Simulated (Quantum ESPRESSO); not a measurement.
# K2Pt (Fm-3m): from the cell to the phonon bands

How does K2Pt (Fm-3m) vibrate, and is this structure a minimum?

Program: Quantum ESPRESSO 7.5. Level of theory: DFT LDA, scalar-relativistic, plane waves, PseudoDojo norm-conserving pseudopotentials. Results are calculated unless marked as measured.

## (1) Set-up

Symmetry: Fm-3m, No. 225, cubic system. The conventional cell has a = 7.563 Å, b = 7.563 Å, c = 7.563 Å, α = 90.00°, β = 90.00°, γ = 90.00°. K has 4 Pt at 3.27 Å nearest. Nearest to Pt lie 8 K at 3.27 Å. Farther neighbours are not listed.

Coordinates:

```cif
data_structure
_symmetry_space_group_name_H-M 'Fm-3m'
_symmetry_Int_Tables_number 225
_cell_length_a 7.5629
_cell_length_b 7.5629
_cell_length_c 7.5629
_cell_angle_alpha 90.000
_cell_angle_beta 90.000
_cell_angle_gamma 90.000
_cell_volume 432.58
loop_
_atom_site_label
_atom_site_type_symbol
_atom_site_symmetry_multiplicity
_atom_site_Wyckoff_symbol
_atom_site_fract_x
_atom_site_fract_y
_atom_site_fract_z
_atom_site_occupancy
K1 K 8 c 0.25000 0.25000 0.75000 1
Pt1 Pt 4 a 0.00000 0.00000 0.00000 1
```

## (2) A first look

Before anything dear is run, a loose run with smearing shows whether this is a metal and how far the cell is from rest.

probe.in reads:

```
&CONTROL
  calculation = 'scf'
  prefix      = 'x'
  outdir      = './tmp'
  pseudo_dir  = './pseudo'
  tprnfor     = .true.
  tstress     = .true.
  verbosity   = 'high'
/
&SYSTEM
  ibrav       = 0
  nat         = 3
  ntyp        = 2
  ecutwfc     = 84.0
  occupations = 'smearing'
  smearing    = 'gaussian'
  degauss     = 0.01
/
&ELECTRONS
  conv_thr         = 1.0d-07
  mixing_beta      = 0.7
  electron_maxstep = 100
/
ATOMIC_SPECIES
 K      39.0983  K.upf
 Pt    195.0840  Pt.upf
CELL_PARAMETERS angstrom
    -3.781463140    0.000000000    3.781463140
     0.000000000    3.781463140    3.781463140
    -3.781463140    3.781463140    0.000000000
ATOMIC_POSITIONS crystal
 K      0.250000000   0.250000000   0.250000000
 K      0.750000000   0.750000000   0.750000000
 Pt     0.000000000   0.000000000   0.000000000
K_POINTS automatic
 4 4 4 0 0 0
```

Run with:

```bash
> OMP_NUM_THREADS=1 mpirun -n 4 pw.x -nk 4 -in probe.in > probe.out
```

Log:

```text
[banners, grids, parts of the stress and lines that vanish by symmetry left out]
Program PWSCF v.7.5
     Message from routine setup:
     using ibrav=0 with symmetry is DISCOURAGED, use correct ibrav instead
[...]
kinetic-energy cutoff     =      84.0000  Ry
     charge density cutoff     =     336.0000  Ry
     scf convergence threshold =      1.0E-07
[...]
Exchange-correlation= SLA  PW   NOGX NOGC
                           (   1   4   0   0   0   0   0)
[...]
48 Sym. Ops., with inversion, found
[...]
(     0          1          0      )
                  (     0          0          1      )
[...]
(  0.0000000  1.0000000  0.0000000 )
                  ( -0.0000000 -0.0000000  1.0000000 )
[...]
(     1          0         -1      )
                  (     0          0         -1      )
[...]
(     0          1         -1      )
                  (     0          1          0      )
[...]
( -1.0000000  0.0000000  0.0000000 )
                  (  0.0000000  1.0000000 -0.0000000 )
[...]
number of k points=     8  Gaussian smearing, width (Ry)=  0.0100
[...]
End of self-consistent calculation
[...]
the Fermi energy is     5.0222 ev
!    total energy              =    -381.02664320 Ry
[...]
convergence has been achieved in   9 iterations
[...]
atom    1 type  1   force =     0.00000000    0.00000000    0.00000000
     atom    2 type  1   force =     0.00000000    0.00000000    0.00000000
     atom    3 type  2   force =    -0.00000000   -0.00000000    0.00000000
[...]
Total force =     0.000000     Total SCF correction =     0.000000
[...]
total   stress  (Ry/bohr**3)                   (kbar)     P=      -19.08
[...]
XML data file, charge density, pseudopotentials, collected wavefunctions

   JOB DONE.
```

Elapsed: 6.1 s, on 4 MPI ranks of AMD EPYC 9R14 (Zen 4), shared host.

Numbers from this step:

```
volume per atom   : 36.05 Å³
pressure          : -1.908 GPa
gap on the k-mesh : 1.303 eV
```

A gap of 1.3 eV opens on this mesh, so the crystal is taken as an insulator; the start stands at -1.9 GPa.

## (3) Relaxation

The relaxation runs at a cutoff a fifth above that of the response, since stress converges more slowly with the basis than frequencies do. Forces and stress are brought to rest with tight thresholds.

relax.in reads:

```
&CONTROL
  calculation   = 'vc-relax'
  prefix        = 'x'
  outdir        = './tmp'
  pseudo_dir    = './pseudo'
  tprnfor       = .true.
  tstress       = .true.
  forc_conv_thr = 2.0d-05
  etot_conv_thr = 1.0d-07
  nstep         = 40
/
&SYSTEM
  ibrav       = 0
  nat         = 3
  ntyp        = 2
  ecutwfc     = 101
  occupations = 'fixed'
  nbnd        = 20
/
&ELECTRONS
  conv_thr         = 1.0d-11
  mixing_beta      = 0.7
  electron_maxstep = 100
/
&IONS
/
&CELL
  press_conv_thr = 0.2
/
ATOMIC_SPECIES
 K      39.0983  K.upf
 Pt    195.0840  Pt.upf
CELL_PARAMETERS angstrom
    -3.781463140    0.000000000    3.781463140
     0.000000000    3.781463140    3.781463140
    -3.781463140    3.781463140    0.000000000
ATOMIC_POSITIONS crystal
 K      0.250000000   0.250000000   0.250000000
 K      0.750000000   0.750000000   0.750000000
 Pt     0.000000000   0.000000000   0.000000000
K_POINTS automatic
 6 6 6 0 0 0
```

Run with:

```bash
> OMP_NUM_THREADS=1 mpirun -n 4 pw.x -nk 4 -in relax.in > relax.out
```

Log:

```text
[banners, grids, parts of the stress and lines that vanish by symmetry left out]
[banner, memory and clock lines left out]
Program PWSCF v.7.5

[...]
kinetic-energy cutoff     =     101.0000  Ry
     charge density cutoff     =     404.0000  Ry
     scf convergence threshold =      1.0E-11
[...]
energy convergence thresh.=      1.0E-07
     force convergence thresh. =      2.0E-05
     press convergence thresh. =      2.0E-01
     Exchange-correlation= SLA  PW   NOGX NOGC
                           (   1   4   0   0   0   0   0)
[...]
48 Sym. Ops., with inversion, found
[...]
number of k points=    16
[...]
End of self-consistent calculation
[...]
highest occupied, lowest unoccupied level (ev):     4.3605    5.6662
!    total energy              =    -381.02683348 Ry
[...]
convergence has been achieved in  13 iterations
[...]
atom    1 type  1   force =    -0.00000000    0.00000000    0.00000000
     atom    2 type  1   force =     0.00000000   -0.00000000   -0.00000000
     atom    3 type  2   force =    -0.00000000   -0.00000000   -0.00000000
     Total force =     0.000000     Total SCF correction =     0.000000
[...]
total   stress  (Ry/bohr**3)                   (kbar)     P=      -18.94
[...]
number of bfgs steps    =   0
[...]
CELL_PARAMETERS (angstrom)
[...]
ATOMIC_POSITIONS (crystal)
K                0.2500000000        0.2500000000        0.2500000000
K                0.7500000000        0.7500000000        0.7500000000
Pt               0.0000000000       -0.0000000000        0.0000000000
[...]
New effective cutoffs (rho, wfc):  406.17  101.65
[...]
End of self-consistent calculation
[...]
highest occupied, lowest unoccupied level (ev):     4.4278    5.7503
!    total energy              =    -381.02770983 Ry
[...]
convergence has been achieved in   9 iterations
[...]
atom    1 type  1   force =     0.00000000   -0.00000000    0.00000000
     atom    2 type  1   force =     0.00000000    0.00000000   -0.00000000
     atom    3 type  2   force =     0.00000000    0.00000000   -0.00000000
     Total force =     0.000000     Total SCF correction =     0.000000
[...]
total   stress  (Ry/bohr**3)                   (kbar)     P=      -17.75
[...]
number of bfgs steps    =   1
[...]
WARNING: bfgs curvature condition failed, Theta= 0.859
[...]
CELL_PARAMETERS (angstrom)
[...]
ATOMIC_POSITIONS (crystal)
K                0.2500000000        0.2500000000        0.2500000000
[...]
New effective cutoffs (rho, wfc):  410.14  102.64
[...]
End of self-consistent calculation
[...]
highest occupied, lowest unoccupied level (ev):     4.5306    5.8787
!    total energy              =    -381.02890442 Ry
[...]
convergence has been achieved in  11 iterations
[...]
atom    1 type  1   force =    -0.00000000   -0.00000000    0.00000000
     atom    2 type  1   force =    -0.00000000    0.00000000   -0.00000000
     atom    3 type  2   force =     0.00000000    0.00000000    0.00000000
     Total force =     0.000000     Total SCF correction =     0.000000
[...]
total   stress  (Ry/bohr**3)                   (kbar)     P=      -15.85
[...]
number of bfgs steps    =   2
[...]
CELL_PARAMETERS (angstrom)
[...]
ATOMIC_POSITIONS (crystal)
[...]
atom    2 type  1   force =     0.00000000    0.00000000    0.00000000
[...]
Total force =     0.000000     Total SCF correction =     0.000000
[...]
total   stress  (Ry/bohr**3)                   (kbar)     P=       -7.25
[...]
number of bfgs steps    =   4
[...]
CELL_PARAMETERS (angstrom)
[...]
ATOMIC_POSITIONS (crystal)
[...]
New effective cutoffs (rho, wfc):  437.80  109.56
[...]
highest occupied, lowest unoccupied level (ev):     5.2662    6.8027
!    total energy              =    -381.03259294 Ry
[...]
convergence has been achieved in  11 iterations
[...]
Total force =     0.000000     Total SCF correction =     0.000000
[...]
total   stress  (Ry/bohr**3)                   (kbar)     P=        1.07
[...]
number of bfgs steps    =   5
[...]
CELL_PARAMETERS (angstrom)
[...]
ATOMIC_POSITIONS (crystal)
[...]
New effective cutoffs (rho, wfc):  436.23  109.17
[...]
highest occupied, lowest unoccupied level (ev):     5.2236    6.7490
!    total energy              =    -381.03260477 Ry
[...]
convergence has been achieved in  10 iterations
[...]
atom    2 type  1   force =    -0.00000000   -0.00000000   -0.00000000
     atom    3 type  2   force =     0.00000000    0.00000000    0.00000000
     Total force =     0.000000     Total SCF correction =     0.000000
[...]
total   stress  (Ry/bohr**3)                   (kbar)     P=       -0.07
[...]
number of bfgs steps    =   6
[...]
CELL_PARAMETERS (angstrom)
[...]
ATOMIC_POSITIONS (crystal)
[...]
New effective cutoffs (rho, wfc):  436.33  109.19
[...]
End of self-consistent calculation
[...]
highest occupied, lowest unoccupied level (ev):     5.2262    6.7523
!    total energy              =    -381.03260482 Ry
[...]
convergence has been achieved in   7 iterations
[...]
atom    1 type  1   force =    -0.00000000    0.00000000   -0.00000000
     atom    2 type  1   force =     0.00000000   -0.00000000    0.00000000
     atom    3 type  2   force =    -0.00000000    0.00000000   -0.00000000
     Total force =     0.000000     Total SCF correction =     0.000000
[...]
total   stress  (Ry/bohr**3)                   (kbar)     P=       -0.00
[...]
bfgs converged in   8 scf cycles and   7 bfgs steps
[...]
End of BFGS Geometry Optimization
     Final enthalpy           =    -381.0326048231 Ry
     File ./tmp/x.bfgs deleted, as requested
[...]
CELL_PARAMETERS (angstrom)
[...]
ATOMIC_POSITIONS (crystal)
[...]
K                0.7500000000        0.7500000000        0.7500000000
Pt              -0.0000000000        0.0000000000        0.0000000000
[...]
Final scf calculation at the relaxed structure.
[...]
kinetic-energy cutoff     =     101.0000  Ry
     charge density cutoff     =     404.0000  Ry
     scf convergence threshold =      1.0E-13
[...]
press convergence thresh. =      2.0E-01
     Exchange-correlation= SLA  PW   NOGX NOGC
                           (   1   4   0   0   0   0   0)
[...]
48 Sym. Ops., with inversion, found
[...]
number of k points=    16
[...]
c_bands:  1 eigenvalues not converged
     c_bands:  1 eigenvalues not converged
[...]
End of self-consistent calculation
[...]
highest occupied, lowest unoccupied level (ev):     5.2262    6.7523
!    total energy              =    -381.03258375 Ry
[...]
convergence has been achieved in  17 iterations
[...]
atom    1 type  1   force =    -0.00000000   -0.00000000   -0.00000000
     atom    2 type  1   force =    -0.00000000   -0.00000000    0.00000000
     atom    3 type  2   force =     0.00000000    0.00000000    0.00000000
     Total force =     0.000000     Total SCF correction =     0.000000
[...]
total   stress  (Ry/bohr**3)                   (kbar)     P=       -0.03
[...]
XML data file, charge density, pseudopotentials, collected wavefunctions
```

It took 2.2 min on 4 MPI ranks.

The steps of the relaxation:

| step | energy less that of the first step (eV) | largest force (eV/Å) | pressure (GPa) | volume (Å³) |
| --- | --- | --- | --- | --- |
| 1 | 0.0000 | 0.0000 | -1.89 | 108.15 |
| 2 | -0.0119 | 0.0000 | -1.77 | 107.10 |
| 3 | -0.0282 | 0.0000 | -1.58 | 105.56 |
| 4 | -0.0487 | 0.0000 | -1.27 | 103.26 |
| 5 | -0.0699 | 0.0000 | -0.72 | 99.88 |
| 6 | -0.0784 | 0.0000 | 0.11 | 95.71 |
| 7 | -0.0785 | 0.0000 | -0.01 | 96.23 |
| 8 | -0.0785 | 0.0000 | 0.00 | 96.20 |
| 9 | -0.0782 | 0.0000 | 0.00 | 96.20 |

| conventional cell, symmetrised | before | after | change |
| --- | --- | --- | --- |
| a (Å) | 7.563 | 7.273 | -3.8 % |
| b (Å) | 7.563 | 7.273 | -3.8 % |
| c (Å) | 7.563 | 7.273 | -3.8 % |
| volume (Å³/atom) | 36.05 | 32.07 | -11.0 % |

Final coordinates:

```
K Pt
1.0
    -3.63672    0.00000    3.63672
     0.00000    3.63672    3.63672
    -3.63672    3.63672    0.00000
K Pt
2 1
Cartesian
  -1.8184 1.8184 1.8184
  -5.4551 5.4551 5.4551
  0.0000 0.0000 0.0000
```

The last row of the table of steps is pw.x's closing run on a basis chosen anew for the final cell, so its energy can jump.

Numbers from this step:

```
volume per atom   : 32.07 Å³
pressure          : -0.003000 GPa
gap on the k-mesh : 1.526 eV
```

The volume changes by -11.0 % from the cell with which this run began.

## (4) Ground state

The response is built on this ground state, so it is converged far tighter than an energy would need. With a gap, occupations are fixed, which also allows the response to an electric field.

scf.in reads:

```
&CONTROL
  calculation = 'scf'
  prefix      = 'x'
  outdir      = './tmp'
  pseudo_dir  = './pseudo'
  tprnfor     = .true.
  tstress     = .true.
/
&SYSTEM
  ibrav       = 0
  nat         = 3
  ntyp        = 2
  ecutwfc     = 84.0
  occupations = 'fixed'
  nbnd        = 20
/
&ELECTRONS
  conv_thr         = 1.0d-12
  mixing_beta      = 0.7
  electron_maxstep = 100
/
ATOMIC_SPECIES
 K      39.0983  K.upf
 Pt    195.0840  Pt.upf
CELL_PARAMETERS angstrom
    -3.636724231    0.000000000    3.636724231
     0.000000000    3.636724231    3.636724231
    -3.636724231    3.636724231    0.000000000
ATOMIC_POSITIONS crystal
 K      0.250000000   0.250000000   0.250000000
 K      0.750000000   0.750000000   0.750000000
 Pt     0.000000000   0.000000000   0.000000000
K_POINTS automatic
 6 6 6 0 0 0
```

Run with:

```bash
> OMP_NUM_THREADS=1 mpirun -n 4 pw.x -nk 4 -in scf.in > scf.out
```

Log:

```text
[banners, grids, parts of the stress and lines that vanish by symmetry left out]
[banner, memory and clock lines left out]
Program PWSCF v.7.5

[...]
kinetic-energy cutoff     =      84.0000  Ry
     charge density cutoff     =     336.0000  Ry
     scf convergence threshold =      1.0E-12
[...]
Exchange-correlation= SLA  PW   NOGX NOGC
                           (   1   4   0   0   0   0   0)
[...]
48 Sym. Ops., with inversion, found
[...]
number of k points=    16
[...]
End of self-consistent calculation
[...]
highest occupied, lowest unoccupied level (ev):     5.2262    6.7523
!    total energy              =    -381.03253172 Ry
[...]
convergence has been achieved in  11 iterations
[...]
atom    1 type  1   force =     0.00000000   -0.00000000   -0.00000000
     atom    2 type  1   force =    -0.00000000   -0.00000000    0.00000000
     atom    3 type  2   force =    -0.00000000   -0.00000000    0.00000000
     Total force =     0.000000     Total SCF correction =     0.000000
[...]
total   stress  (Ry/bohr**3)                   (kbar)     P=       -0.03
[...]
XML data file, charge density, pseudopotentials, collected wavefunctions
```

Elapsed: 11 s, on 4 MPI ranks; 42 s of CPU time.

The cell stands at -0.0030 GPa, close enough for phonons.

(Continued in part 2 of 3.)

[Host names and launcher messages were left out of these logs when they were recorded.]

[Logs are printed without paths, hosts, clocks, repeated set-up lines and the standing remarks that a program may print on its own settings, such as how far it seeks lower states.]

[Hosts, paths, dates, database ids (printed as entryN), source tags and the programs' standing remarks are cut or masked in the printed files.]
